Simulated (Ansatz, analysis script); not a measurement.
# Fixed-spin-moment curve of NiClO

Wanted: E(M), the field that holds each moment, and the spin susceptibility of NiClO.

Main program and level: Ansatz 0.2.0; PBE with U = 3 eV on Ni d (ortho-atomic projectors), PAW set soft_1.

Report form: the programs' logs are mostly left out.

## 1. Set-up

Symmetry: Pmmn, No. 59, orthorhombic system. The conventional cell has a = 3.034 Å, b = 3.678 Å, c = 7.564 Å, α = 90.00°, β = 90.00°, γ = 90.00°. Nearest to Ni lie 4 O at 1.88 to 1.93 Å and 2 Cl at 2.21 Å. Nearest to Cl lie 2 Ni at 2.21 Å. Nearest to O lie 4 Ni at 1.88 to 1.93 Å. Invented: CrClO (Pmmn) with Ni for Cr. Farther neighbours and most contacts between anions are not listed.

The cell was made by swapping elements in a known structure type, so the compound is hypothetical in this form.

The cell of this run holds 6 atoms, 2 of them with a starting moment; values «a cell» refer to the cell of the run in question.

## 2. Starting state

First a free collinear run, to see which state the typed moments lead to.

File input.yaml:

```yaml
crystal:
  lattice:
    - [3.03431, 0.0, 0.0]
    - [0.0, 3.677763, 0.0]
    - [0.0, 0.0, 7.564156]
  atoms:
    - { symbol: Ni, position: [0.0, 0.0, 0.10604032], spin: 2.0 }
    - { symbol: Ni, position: [0.5, 0.5, 0.89395968], spin: 2.0 }
    - { symbol: Cl, position: [0.0, 0.5, 0.68142194] }
    - { symbol: Cl, position: [0.5, 0.0, 0.31857806] }
    - { symbol: O, position: [0.5, 0.0, 0.9478179] }
    - { symbol: O, position: [0.0, 0.5, 0.0521821] }
magnetization:
  spin_polarized: true
kpoints:
  mp_grid: { grid: [6, 5, 3] }
hamiltonian:
  xc: pbe
  hubbard:
    projectors: ortho-atomic
    sites: [{ species: Ni, l: d, u_eff: 3.0 }]
  pseudopotentials: { kind: paw, azcp: { folder: soft_1 } }
scf:
  occupations: { method: fermi_dirac, width: 0.02 }
  max_iter: 120
  convergence: { dr2_threshold: 1.0e-08 }
```

Command:

```sh
$ ansatz run input.yaml --threads 2 --pin off --max-ram 5120MiB --backend cpu --events-out ev --progress --plain --runs-dir out
```

Run time: 65 s. Hardware: 2 threads of Arm Neoverse V1, shared host; peak memory 0.6 GiB.

Spin moment in the atom's sphere by atom:

| atom | spin moment in the atom's sphere (μB) |
| --- | --- |
| Ni1 | 0.942 |
| Ni2 | 0.942 |
| Cl3 | 0.014 |
| Cl4 | 0.014 |
| O5 | -0.013 |
| O6 | -0.013 |

Tables count atoms from 1; parts of the log count from 0.

The run ends ferromagnetic, with a net moment of 2 μB a cell. Only this order was typed.

## 3. Denser mesh

Levels at the Fermi energy are partly filled, so moments and energy differences can hang on the k-mesh, and the state is solved again on a denser one.

input.yaml, the sections that differ from step 2:

```yaml
crystal:
  lattice:
    - [3.03431, 0.0, 0.0]
    - [0.0, 3.677763, 0.0]
    - [0.0, 0.0, 7.564156]
  atoms:
    - { symbol: Ni, position: [0.0, 0.0, 0.10604032], spin: 0.94 }
    - { symbol: Ni, position: [0.5, 0.5, 0.89395968], spin: 0.94 }
    - { symbol: Cl, position: [0.0, 0.5, 0.68142194] }
    - { symbol: Cl, position: [0.5, 0.0, 0.31857806] }
    - { symbol: O, position: [0.5, 0.0, 0.9478179] }
    - { symbol: O, position: [0.0, 0.5, 0.0521821] }
kpoints:
  mp_grid: { grid: [13, 11, 5] }
basis:
  ecutwfc: 420.0
checkpoint:
  read: start
  write: ck
  compress: false
  write_wavefunctions: false
  write_every: 100000
# magnetization, hamiltonian, scf: as in step 2
```

Elapsed: 28 s, on 2 threads; peak memory 0.86 GiB; 54 s of CPU time.

Spin moment in the atom's sphere by atom:

| atom | spin moment in the atom's sphere (μB) |
| --- | --- |
| Ni1 | 0.946 |
| Ni2 | 0.946 |
| Cl3 | 0.007 |
| Cl4 | 0.007 |
| O5 | -0.008 |
| O6 | -0.008 |

The run ends ferromagnetic, with a net moment of 2 μB a cell, against 2 μB on the first mesh.

## 4. Without spin

The state without spin is the zero of E(M).

input.yaml, the sections that differ from step 3:

```yaml
crystal:
  lattice:
    - [3.03431, 0.0, 0.0]
    - [0.0, 3.677763, 0.0]
    - [0.0, 0.0, 7.564156]
  atoms:
    - { symbol: Ni, position: [0.0, 0.0, 0.10604032] }
    - { symbol: Ni, position: [0.5, 0.5, 0.89395968] }
    - { symbol: Cl, position: [0.0, 0.5, 0.68142194] }
    - { symbol: Cl, position: [0.5, 0.0, 0.31857806] }
    - { symbol: O, position: [0.5, 0.0, 0.9478179] }
    - { symbol: O, position: [0.0, 0.5, 0.0521821] }
# kpoints, hamiltonian, scf, basis: as in step 3
# magnetization: removed
# checkpoint: removed
```

Command:

```sh
$ ansatz run input.yaml --threads 1 --pin off --max-ram 2560MiB --backend cpu --events-out ev --progress --plain --runs-dir out
```

Elapsed: 52 s, on 1 thread; peak memory 0.62 GiB.

The free collinear run lies 475 meV below it.

## 5. Without spin, levels printed

Changes to input.yaml since step 4:

```diff
@@ -26 +26,3 @@
   ecutwfc: 420.0
+output:
+  eigenvalues: true
```

It took 49 s on 1 thread; peak memory 0.62 GiB.

## 6. Total moment fixed at 0.444 μB

Two Fermi levels, one a spin, hold the total moment exactly, which reaches states that a free run would leave.

input.yaml, the sections that differ from step 5:

```yaml
crystal:
  lattice:
    - [3.03431, 0.0, 0.0]
    - [0.0, 3.677763, 0.0]
    - [0.0, 0.0, 7.564156]
  atoms:
    - { symbol: Ni, position: [0.0, 0.0, 0.10604032], spin: 0.222 }
    - { symbol: Ni, position: [0.5, 0.5, 0.89395968], spin: 0.222 }
    - { symbol: Cl, position: [0.0, 0.5, 0.68142194] }
    - { symbol: Cl, position: [0.5, 0.0, 0.31857806] }
    - { symbol: O, position: [0.5, 0.0, 0.9478179] }
    - { symbol: O, position: [0.0, 0.5, 0.0521821] }
magnetization:
  spin_polarized: true
  initial_magnetization: 0.444
  spin_locking: { lock_magnetization: hard }
# kpoints, hamiltonian, scf, basis: as in step 5
# output: removed
```

Wall time 8.9 min (1 thread); peak memory 2.2 GiB.

The energy is -122 meV from the state without spin, and the largest site carries 0.174 μB.

## 7. Total moment fixed at 0.889 μB

input.yaml, the sections that differ from step 6:

```yaml
crystal:
  lattice:
    - [3.03431, 0.0, 0.0]
    - [0.0, 3.677763, 0.0]
    - [0.0, 0.0, 7.564156]
  atoms:
    - { symbol: Ni, position: [0.0, 0.0, 0.10604032], spin: 0.4445 }
    - { symbol: Ni, position: [0.5, 0.5, 0.89395968], spin: 0.4445 }
    - { symbol: Cl, position: [0.0, 0.5, 0.68142194] }
    - { symbol: Cl, position: [0.5, 0.0, 0.31857806] }
    - { symbol: O, position: [0.5, 0.0, 0.9478179] }
    - { symbol: O, position: [0.0, 0.5, 0.0521821] }
magnetization:
  spin_polarized: true
  initial_magnetization: 0.889
  spin_locking: { lock_magnetization: hard }
# kpoints, hamiltonian, scf, basis: as in step 6
```

Run time: 8 min. Hardware: 1 thread; peak memory 2.2 GiB.

The energy is -172 meV from the state without spin, and the largest site carries 0.413 μB.

Between step 6 and this run (fixed moment 0.889 μB/cell) the value for the energy from the run without spin moves from -122 meV to -172 meV.

## 8. Total moment fixed at 1.333 μB

input.yaml, the sections that differ from step 7:

```yaml
crystal:
  lattice:
    - [3.03431, 0.0, 0.0]
    - [0.0, 3.677763, 0.0]
    - [0.0, 0.0, 7.564156]
  atoms:
    - { symbol: Ni, position: [0.0, 0.0, 0.10604032], spin: 0.6665 }
    - { symbol: Ni, position: [0.5, 0.5, 0.89395968], spin: 0.6665 }
    - { symbol: Cl, position: [0.0, 0.5, 0.68142194] }
    - { symbol: Cl, position: [0.5, 0.0, 0.31857806] }
    - { symbol: O, position: [0.5, 0.0, 0.9478179] }
    - { symbol: O, position: [0.0, 0.5, 0.0521821] }
magnetization:
  spin_polarized: true
  initial_magnetization: 1.333
  spin_locking: { lock_magnetization: hard }
# kpoints, hamiltonian, scf, basis: as in step 7
```

Run time: 9 min. Hardware: 1 thread; peak memory 2.2 GiB.

The run was cut off at the time left to it in the session, and no result is taken from it.

## 9. Total moment fixed at 1.778 μB

input.yaml, the sections that differ from step 8:

```yaml
crystal:
  lattice:
    - [3.03431, 0.0, 0.0]
    - [0.0, 3.677763, 0.0]
    - [0.0, 0.0, 7.564156]
  atoms:
    - { symbol: Ni, position: [0.0, 0.0, 0.10604032], spin: 0.889 }
    - { symbol: Ni, position: [0.5, 0.5, 0.89395968], spin: 0.889 }
    - { symbol: Cl, position: [0.0, 0.5, 0.68142194] }
    - { symbol: Cl, position: [0.5, 0.0, 0.31857806] }
    - { symbol: O, position: [0.5, 0.0, 0.9478179] }
    - { symbol: O, position: [0.0, 0.5, 0.0521821] }
magnetization:
  spin_polarized: true
  initial_magnetization: 1.778
  spin_locking: { lock_magnetization: hard }
# kpoints, hamiltonian, scf, basis: as in step 8
```

Wall time 8.9 min (1 thread); peak memory 2.2 GiB.

The run was cut off at the time left to it in the session, and no result is taken from it.

## 10. Total moment fixed at 2.222 μB

input.yaml, the sections that differ from step 9:

```yaml
crystal:
  lattice:
    - [3.03431, 0.0, 0.0]
    - [0.0, 3.677763, 0.0]
    - [0.0, 0.0, 7.564156]
  atoms:
    - { symbol: Ni, position: [0.0, 0.0, 0.10604032], spin: 1.111 }
    - { symbol: Ni, position: [0.5, 0.5, 0.89395968], spin: 1.111 }
    - { symbol: Cl, position: [0.0, 0.5, 0.68142194] }
    - { symbol: Cl, position: [0.5, 0.0, 0.31857806] }
    - { symbol: O, position: [0.5, 0.0, 0.9478179] }
    - { symbol: O, position: [0.0, 0.5, 0.0521821] }
magnetization:
  spin_polarized: true
  initial_magnetization: 2.222
  spin_locking: { lock_magnetization: hard }
# kpoints, hamiltonian, scf, basis: as in step 9
```

Wall time 82 s (1 thread); peak memory 0.87 GiB.

The energy is -403 meV from the state without spin, and the largest site carries 0.990 μB.

For the energy from the run without spin, step 6 gave -122 meV; this run, with fixed moment 2.222 μB/cell, gives -403 meV.

## 11. Total moment fixed at 4 μB

input.yaml, the sections that differ from step 10:

```yaml
crystal:
  lattice:
    - [3.03431, 0.0, 0.0]
    - [0.0, 3.677763, 0.0]
    - [0.0, 0.0, 7.564156]
  atoms:
    - { symbol: Ni, position: [0.0, 0.0, 0.10604032], spin: 2.0 }
    - { symbol: Ni, position: [0.5, 0.5, 0.89395968], spin: 2.0 }
    - { symbol: Cl, position: [0.0, 0.5, 0.68142194] }
    - { symbol: Cl, position: [0.5, 0.0, 0.31857806] }
    - { symbol: O, position: [0.5, 0.0, 0.9478179] }
    - { symbol: O, position: [0.0, 0.5, 0.0521821] }
magnetization:
  spin_polarized: true
  initial_magnetization: 4.0
  spin_locking: { lock_magnetization: hard }
# kpoints, hamiltonian, scf, basis: as in step 10
```

It took 76 s on 1 thread; peak memory 0.89 GiB.

The energy is 527 meV from the state without spin, and the largest site carries 1.34 μB.

The other 3 runs of this kind were made alike; their results stand in the table below.

## 12. No field, tight threshold

A field gives a second route to the same curve. A thousand tesla shift each spin by 58 meV, and the threshold is tightened so that small induced moments are resolved.

input.yaml, the sections that differ from step 11:

```yaml
crystal:
  lattice:
    - [3.03431, 0.0, 0.0]
    - [0.0, 3.677763, 0.0]
    - [0.0, 0.0, 7.564156]
  atoms:
    - { symbol: Ni, position: [0.0, 0.0, 0.10604032], spin: 0.95 }
    - { symbol: Ni, position: [0.5, 0.5, 0.89395968], spin: 0.95 }
    - { symbol: Cl, position: [0.0, 0.5, 0.68142194] }
    - { symbol: Cl, position: [0.5, 0.0, 0.31857806] }
    - { symbol: O, position: [0.5, 0.0, 0.9478179] }
    - { symbol: O, position: [0.0, 0.5, 0.0521821] }
magnetization:
  spin_polarized: true
scf:
  occupations: { method: fermi_dirac, width: 0.02 }
  max_iter: 120
  convergence: { dr2_threshold: 1.0e-10 }
# kpoints, hamiltonian, basis: as in step 11
```

Elapsed: 1.7 min, on 1 thread; peak memory 0.88 GiB.

The net moment is 2 μB a cell.

## 13. Field of 1500 T

Changes to input.yaml since step 12:

```diff
@@ -14,2 +14,3 @@
   spin_polarized: true
+  magnetic_field: 1500.0
 kpoints:
```

Run time: 84 s. Hardware: 1 thread; peak memory 0.86 GiB.

The net moment is 2 μB a cell.

The other 2 runs of this kind were made alike; their results stand in the table below.

## 14. Side runs that gave no result

| changed | outcome |
| --- | --- |
| magnetization | cut off at the time limit |

## 15. The curves

Table of energy less the state without spin by total moment:

| total moment (μB/cell) | energy less the state without spin (meV/cell) |
| --- | --- |
| 0.00 | 0 |
| 0.44 | -122 |
| 0.89 | -172 |
| 2.22 | -403 |
| 2.67 | -202 |
| 3.11 | 29.3 |
| 3.56 | 275 |
| 4.00 | 527 |

The field that holds a moment is half the difference of the two Fermi levels over μB.

The field that holds the moment by total moment:

| total moment (μB/cell) | field that holds the moment (T) |
| --- | --- |
| 0.44 | -1216 |
| 0.89 | -2540 |
| 2.22 | 6597 |
| 2.67 | 8614 |
| 3.11 | 9289 |
| 3.56 | 9740 |
| 4.00 | 9883 |

Site moments:

| total (μB) | Ni no. 1 (μB) | Ni no. 2 (μB) | Cl no. 3 (μB) | Cl no. 4 (μB) | O no. 5 (μB) | O no. 6 (μB) |
| --- | --- | --- | --- | --- | --- | --- |
| 0.444 | 0.1736 | 0.1736 | 0.0112 | 0.0112 | 0.0186 | 0.0186 |
| 0.889 | 0.4129 | 0.4129 | 0.0046 | 0.0046 | -7.00e-4 | -7.00e-4 |
| 2.222 | 0.9899 | 0.9899 | 0.0402 | 0.0402 | 0.011 | 0.011 |
| 2.667 | 1.075 | 1.075 | 0.1049 | 0.1049 | 0.0538 | 0.0538 |
| 3.111 | 1.161 | 1.161 | 0.1514 | 0.1514 | 0.1189 | 0.1189 |
| 3.556 | 1.247 | 1.247 | 0.2006 | 0.2006 | 0.1809 | 0.1809 |
| 4 | 1.341 | 1.341 | 0.2404 | 0.2404 | 0.2473 | 0.2473 |

The total moment stays at 2 μB/cell for field from 0 to 1500 T.

The curve does not join the state without spin smoothly (the slope dE/dM at the first moment does not lead to it, since local moments or a jump lie between), so that state is only the zero of energy, and no Stoner or Landau analysis is made.

## 16. Outcome

```yaml
state_of_the_free_run: ferromagnetic
net_moment_of_the_free_run: 2 μB
energy_of_the_free_run_from_the_state_without_spin: -475 meV a cell
lowest_of_the_fixed_moments_tried: M = 2.222 μB, -403 meV
dm_db_between_0_and_300_t: 5.2e-12 μB a cell per 1000 T
```

**Reading.** At this level the system is magnetic: the free run keeps 0.946 μB on the largest site. No other order was typed. The free run, at 2.00 μB, lies 475 meV under the state without spin and so below every fixed moment tried: the minimum falls between two of them. Among the fixed moments, E(M) falls 403 meV below the state without spin and is lowest near 2.222 μB on this grid. Between 0.889 and 2.222 μB the change of energy is far from what the holding fields at both ends integrate to: the field bends sharply there, or the points lie on different branches. The field acts on spins alone. The 13 fixed-moment and field runs took 48 min of wall time, added up. Energies are free energies at a smearing of 0.02 eV, and with partly filled levels differences shift, at times strongly, as the smearing goes to zero.

[Logs and program files are shortened in this print: banners, set-up blocks, solver, clock and traceback lines can be left out without a mark of their own.]

[Logs are printed without paths, hosts, clocks, repeated set-up lines and the standing remarks that a program may print on its own settings, such as how far it seeks lower states.]

[Hosts, paths, dates, database ids (printed as entryN), source tags and the programs' standing remarks are cut or masked in the printed files.]
